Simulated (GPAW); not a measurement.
# zigzag Ti chain, bond 3.025 A: cost and accuracy of the plane-wave cutoff, part 2 of 2

Aim: see how far moments and order energies of zigzag Ti chain, bond 3.025 A move with the plane-wave cutoff, and what each rung costs.

GPAW 26.7.0; PBE; plane waves with GPAW's PAW setups, scalar-relativistic.

So far, largest spin moment in the augmentation sphere (μB): step 2 (rung 1 (250 eV), start ferro ++) 1.50; step 5 (antiferromagnetic, cutoff 325 eV, start moments [1.0, -1.0] μB) 1.32; step 6 (cutoff 400 eV) 1.52; step 7 (antiferromagnetic, cutoff 400 eV, start moments [1.0, -1.0] μB) 1.33; step 8 (cutoff 500 eV) 1.52.

## Step 9: Rung 4 (500 eV), start antiferro +-

The input, order2.py:

```python
import json
import numpy as np
from ase import Atoms
from ase.parallel import paropen, parprint
from gpaw import GPAW

atoms = Atoms(['Ti', 'Ti'],
    cell=[[12.0, 0.0, 0.0],
         [0.0, 12.0, 0.0],
         [0.0, 0.0, 3.63]],
    scaled_positions=[[0.39916667, 0.5, 0.0],
         [0.60083333, 0.5, 0.5]],
    pbc=True,
    magmoms=[1.0, -1.0])
atoms.calc = GPAW(mode={'name': 'pw', 'ecut': 500},
    xc='PBE',
    kpts={'size': (1, 1, 8), 'gamma': True},
    occupations={'name': 'fermi-dirac', 'width': 0.15},
    convergence={'density': 0.0001, 'energy': 1e-05},
    maxiter=200,
    txt='order2.txt')
e = atoms.get_potential_energy(force_consistent=True)
res = {'free_energy': e, 'energy_sigma0': atoms.get_potential_energy(), 'fermi_energy': atoms.calc.get_fermi_level()}
res['moments'] = atoms.get_magnetic_moments().tolist()
res['total'] = atoms.get_magnetic_moment()
parprint('site moments (muB):', np.round(res['moments'], 3))
parprint(f"total moment: {res['total']:.3f} muB")
parprint(f'free energy: {e:.6f} eV')
atoms.calc.write('order2.gpw')
with paropen('results.json', 'w') as f:
    json.dump(res, f)
```

On the command line:

```console
$ OMP_NUM_THREADS=1 python3 order2.py > order2.log
```

Output:

```text
site moments (muB): [ 1.331 -1.331]
total moment: -0.000 muB
free energy: -6.772122 eV

--- order2.txt ---
Input parameters:
  mode=PW(ecut=500),
  convergence={'density': 0.0001, 'energy': 1e-05},
  kpts=MonkhorstPack(size=(1, 1, 8), gamma=True),
  maxiter=200,
  occupations=Occupations(name='fermi-dirac', width=0.15),
  xc=XC(name='PBE')

Diagonalizing LCAO Hamiltonian
Converting LCAO to pw mode
[...]
|          5 |       -35.051 |     1.000 |       -35.051 |     1.000 |
|          6 |       -34.892 |     1.000 |       -34.892 |     1.000 |
[...]
|         15 |        -1.618 |     0.007 |        -1.618 |     0.007 |
|         16 |        -1.141 |     0.000 |        -1.141 |     0.000 |
|         17 |        -0.965 |     0.000 |        -0.965 |     0.000 |
|         18 |        -0.547 |     0.000 |        -0.548 |     0.000 |

No gap
No difference between direct/indirect transitions


[key lines of the parts left out:]
Free energy:      -6.772122
Converged in 22 steps
dipole moment: (0.000001, 0.000001, -11.442986)  # |e|*Ang
Fermi level: -2.368
```

Run time: 82 s. Hardware: 1 MPI rank of Arm Neoverse V2, shared host; peak memory 0.39 GiB.

This step gave:

```yaml
magnetization: 0 μB
final_state: antiferromagnetic
largest_moment: 1.331 μB
```

This start lies +50.0 meV a seeded atom from the first, a change of +0.2 meV since rung 3; its largest moment is 1.33 μB.

## Step 10: Rung 5 (650 eV), start ferro ++

The input, order1.py:

```python
import json
import numpy as np
from ase import Atoms
from ase.parallel import paropen, parprint
from gpaw import GPAW

atoms = Atoms(['Ti', 'Ti'],
    cell=[[12.0, 0.0, 0.0],
         [0.0, 12.0, 0.0],
         [0.0, 0.0, 3.63]],
    scaled_positions=[[0.39916667, 0.5, 0.0],
         [0.60083333, 0.5, 0.5]],
    pbc=True,
    magmoms=[1.0, 1.0])
atoms.calc = GPAW(mode={'name': 'pw', 'ecut': 650},
    xc='PBE',
    kpts={'size': (1, 1, 8), 'gamma': True},
    occupations={'name': 'fermi-dirac', 'width': 0.15},
    convergence={'density': 0.0001, 'energy': 1e-05},
    maxiter=200,
    txt='order1.txt')
e = atoms.get_potential_energy(force_consistent=True)
res = {'free_energy': e, 'energy_sigma0': atoms.get_potential_energy(), 'fermi_energy': atoms.calc.get_fermi_level()}
res['moments'] = atoms.get_magnetic_moments().tolist()
res['total'] = atoms.get_magnetic_moment()
parprint('site moments (muB):', np.round(res['moments'], 3))
parprint(f"total moment: {res['total']:.3f} muB")
parprint(f'free energy: {e:.6f} eV')
atoms.calc.write('order1.gpw')
with paropen('results.json', 'w') as f:
    json.dump(res, f)
```

On the command line:

```console
$ OMP_NUM_THREADS=1 python3 order1.py > order1.log
```

Output:

```text
site moments (muB): [1.524 1.524]
total moment: 5.152 muB
free energy: -6.936262 eV

--- order1.txt ---
Input parameters:
  mode=PW(ecut=650),
  convergence={'density': 0.0001, 'energy': 1e-05},
  kpts=MonkhorstPack(size=(1, 1, 8), gamma=True),
  maxiter=200,
  occupations=Occupations(name='fermi-dirac', width=0.15),
  xc=XC(name='PBE')

Diagonalizing LCAO Hamiltonian
Converting LCAO to pw mode
[...]
|          6 |       -36.558 |     1.000 |       -34.884 |     1.000 |
|          7 |       -36.492 |     1.000 |       -34.869 |     1.000 |
[...]
|         16 |        -2.087 |     0.114 |        -0.739 |     0.000 |
|         17 |        -1.976 |     0.058 |        -0.478 |     0.000 |
|         18 |        -1.689 |     0.009 |        -0.463 |     0.000 |
|         19 |        -1.355 |     0.001 |        -0.077 |     0.000 |

No gap
No difference between direct/indirect transitions


[key lines of the parts left out:]
Free energy:      -6.936262
Converged in 20 steps
dipole moment: (-0.000045, 0.000001, -11.444739)  # |e|*Ang
Fermi level: -2.395
```

Wall time 1.8 min (1 MPI rank); peak memory 0.54 GiB.

Numbers from this step:

| Quantity | Value |
| --- | --- |
| magnetization | 5.152 μB |
| final state | ferromagnetic |
| largest moment | 1.524 μB |

The largest moment is that of rung 4, at 1.4 times its CPU time.

## Step 11: Rung 5 (650 eV), start antiferro +-

order2.py is the script of step 9 with these lines changed:

```diff
@@ -14,3 +14,3 @@
     magmoms=[1.0, -1.0])
-atoms.calc = GPAW(mode={'name': 'pw', 'ecut': 500},
+atoms.calc = GPAW(mode={'name': 'pw', 'ecut': 650},
     xc='PBE',
```

On the command line:

```console
$ OMP_NUM_THREADS=1 python3 order2.py > order2.log
```

Output:

```text
site moments (muB): [ 1.331 -1.331]
total moment: 0.000 muB
free energy: -6.836197 eV

--- order2.txt ---
Input parameters:
  mode=PW(ecut=650),
  convergence={'density': 0.0001, 'energy': 1e-05},
  kpts=MonkhorstPack(size=(1, 1, 8), gamma=True),
  maxiter=200,
  occupations=Occupations(name='fermi-dirac', width=0.15),
  xc=XC(name='PBE')

Diagonalizing LCAO Hamiltonian
Converting LCAO to pw mode
[...]
|          5 |       -35.055 |     1.000 |       -35.055 |     1.000 |
|          6 |       -34.896 |     1.000 |       -34.896 |     1.000 |
[...]
|         15 |        -1.618 |     0.007 |        -1.618 |     0.007 |
|         16 |        -1.141 |     0.000 |        -1.141 |     0.000 |
|         17 |        -0.965 |     0.000 |        -0.965 |     0.000 |
|         18 |        -0.548 |     0.000 |        -0.548 |     0.000 |

No gap
No difference between direct/indirect transitions


[key lines of the parts left out:]
Free energy:      -6.836197
Converged in 23 steps
dipole moment: (0.000006, 0.000001, -11.445875)  # |e|*Ang
Fermi level: -2.367
```

The job ended after 1.9 min (1 MPI rank; peak memory 0.54 GiB).

Read from the output:

| Item | Value |
| --- | --- |
| magnetization | 0 μB |
| final state | antiferromagnetic |
| largest moment | 1.331 μB |

This start lies +50.0 meV a seeded atom from the first, a change of +0.0 meV since rung 4; its largest moment is 1.33 μB.

## Step 12: Rung 6 (800 eV), start ferro ++

order1.py is the script of step 10 with these lines changed:

```diff
@@ -14,3 +14,3 @@
     magmoms=[1.0, 1.0])
-atoms.calc = GPAW(mode={'name': 'pw', 'ecut': 650},
+atoms.calc = GPAW(mode={'name': 'pw', 'ecut': 800},
     xc='PBE',
```

On the command line:

```console
$ OMP_NUM_THREADS=1 python3 order1.py > order1.log
```

Output:

```text
site moments (muB): [1.526 1.526]
total moment: 5.153 muB
free energy: -6.985243 eV

--- order1.txt ---
Input parameters:
  mode=PW(ecut=800),
  convergence={'density': 0.0001, 'energy': 1e-05},
  kpts=MonkhorstPack(size=(1, 1, 8), gamma=True),
  maxiter=200,
  occupations=Occupations(name='fermi-dirac', width=0.15),
  xc=XC(name='PBE')

Diagonalizing LCAO Hamiltonian
Converting LCAO to pw mode
[...]
|          6 |       -36.557 |     1.000 |       -34.881 |     1.000 |
|          7 |       -36.490 |     1.000 |       -34.866 |     1.000 |
[...]
|         16 |        -2.087 |     0.114 |        -0.739 |     0.000 |
|         17 |        -1.976 |     0.058 |        -0.472 |     0.000 |
|         18 |        -1.689 |     0.009 |        -0.463 |     0.000 |
|         19 |        -1.355 |     0.001 |        -0.220 |     0.000 |

No gap
No difference between direct/indirect transitions


[key lines of the parts left out:]
Free energy:      -6.985243
Converged in 35 steps
dipole moment: (-0.000041, 0.000001, -11.442922)  # |e|*Ang
Fermi level: -2.395
```

The job ended after 3.8 min (1 MPI rank; peak memory 0.67 GiB).

Numbers from this step:

```
magnetization  : 5.153 μB
final state    : ferromagnetic
largest moment : 1.526 μB
```

The largest moment is that of rung 5, at 2.1 times its CPU time.

## Step 13: Rung 6 (800 eV), start antiferro +-

order2.py is the script of step 11 with these lines changed:

```diff
@@ -14,3 +14,3 @@
     magmoms=[1.0, -1.0])
-atoms.calc = GPAW(mode={'name': 'pw', 'ecut': 650},
+atoms.calc = GPAW(mode={'name': 'pw', 'ecut': 800},
     xc='PBE',
```

On the command line:

```console
$ OMP_NUM_THREADS=1 python3 order2.py > order2.log
```

Output:

```text
site moments (muB): [ 1.332 -1.332]
total moment: -0.000 muB
free energy: -6.885119 eV

--- order2.txt ---
Input parameters:
  mode=PW(ecut=800),
  convergence={'density': 0.0001, 'energy': 1e-05},
  kpts=MonkhorstPack(size=(1, 1, 8), gamma=True),
  maxiter=200,
  occupations=Occupations(name='fermi-dirac', width=0.15),
  xc=XC(name='PBE')

Diagonalizing LCAO Hamiltonian
Converting LCAO to pw mode
[...]
|          5 |       -35.053 |     1.000 |       -35.053 |     1.000 |
|          6 |       -34.894 |     1.000 |       -34.894 |     1.000 |
[...]
|         15 |        -1.618 |     0.007 |        -1.618 |     0.007 |
|         16 |        -1.141 |     0.000 |        -1.141 |     0.000 |
|         17 |        -0.964 |     0.000 |        -0.964 |     0.000 |
|         18 |        -0.548 |     0.000 |        -0.548 |     0.000 |

No gap
No difference between direct/indirect transitions


[key lines of the parts left out:]
Free energy:      -6.885119
Converged in 23 steps
dipole moment: (-0.000001, 0.000001, -11.444069)  # |e|*Ang
Fermi level: -2.367
```

The job ended after 2.6 min (1 MPI rank; peak memory 0.66 GiB).

This step gave:

| Item | Value |
| --- | --- |
| magnetization | 0 μB |
| final state | antiferromagnetic |
| largest moment | 1.332 μB |

This start lies +50.1 meV a seeded atom from the first, a change of +0.0 meV since rung 5; its largest moment is 1.33 μB.

## Step 14: The rungs together

Ladder, by row:

| rung | cutoff (eV) | state from the first start | state from the second start | second less first (meV a seeded atom) | moment, first (μB) | moment, second (μB) | CPU time (s) |
| --- | --- | --- | --- | --- | --- | --- | --- |
| 1 | 250 | ferromagnetic | antiferromagnetic | 50.33 | 1.502 | 1.309 | 52.59 |
| 2 | 325 | ferromagnetic | antiferromagnetic | 49.66 | 1.508 | 1.315 | 69.7 |
| 3 | 400 | ferromagnetic | antiferromagnetic | 49.77 | 1.52 | 1.327 | 99.06 |
| 4 | 500 | ferromagnetic | antiferromagnetic | 50.02 | 1.524 | 1.331 | 158.2 |
| 5 | 650 | ferromagnetic | antiferromagnetic | 50.03 | 1.524 | 1.331 | 221.4 |
| 6 | 800 | ferromagnetic | antiferromagnetic | 50.06 | 1.526 | 1.332 | 381.5 |

## Step 15: Outcome

| Quantity | Value |
| --- | --- |
| range of the moment in the table, first start | 1.50 to 1.53 μB |
| range of CPU time | 53 s to 6.4 min |
| range of the energy difference | 49.7 to 50.3 meV a seeded atom |
| first rung from which all stay within 2.5 meV of the last | 1 |

From rung 1 on the result stays within 0.40 meV of the last rung, inside the margin of 2.5 meV set for it, at 14 % of the last rung's cost. The first start ends lower on every rung of the table; whether functional and cell give the true order is another question.

[Logs and program files are shortened in this print: banners, set-up blocks, solver, clock and traceback lines can be left out without a mark of their own.]

[Logs are printed without paths, hosts, clocks, repeated set-up lines and the standing remarks that a program may print on its own settings, such as how far it seeks lower states.]

[Hosts, paths, dates, database ids (printed as entryN), source tags and the programs' standing remarks are cut or masked in the printed files.]

[Where a cell is said to come from a database of computed structures, the database is the Materials Project.]
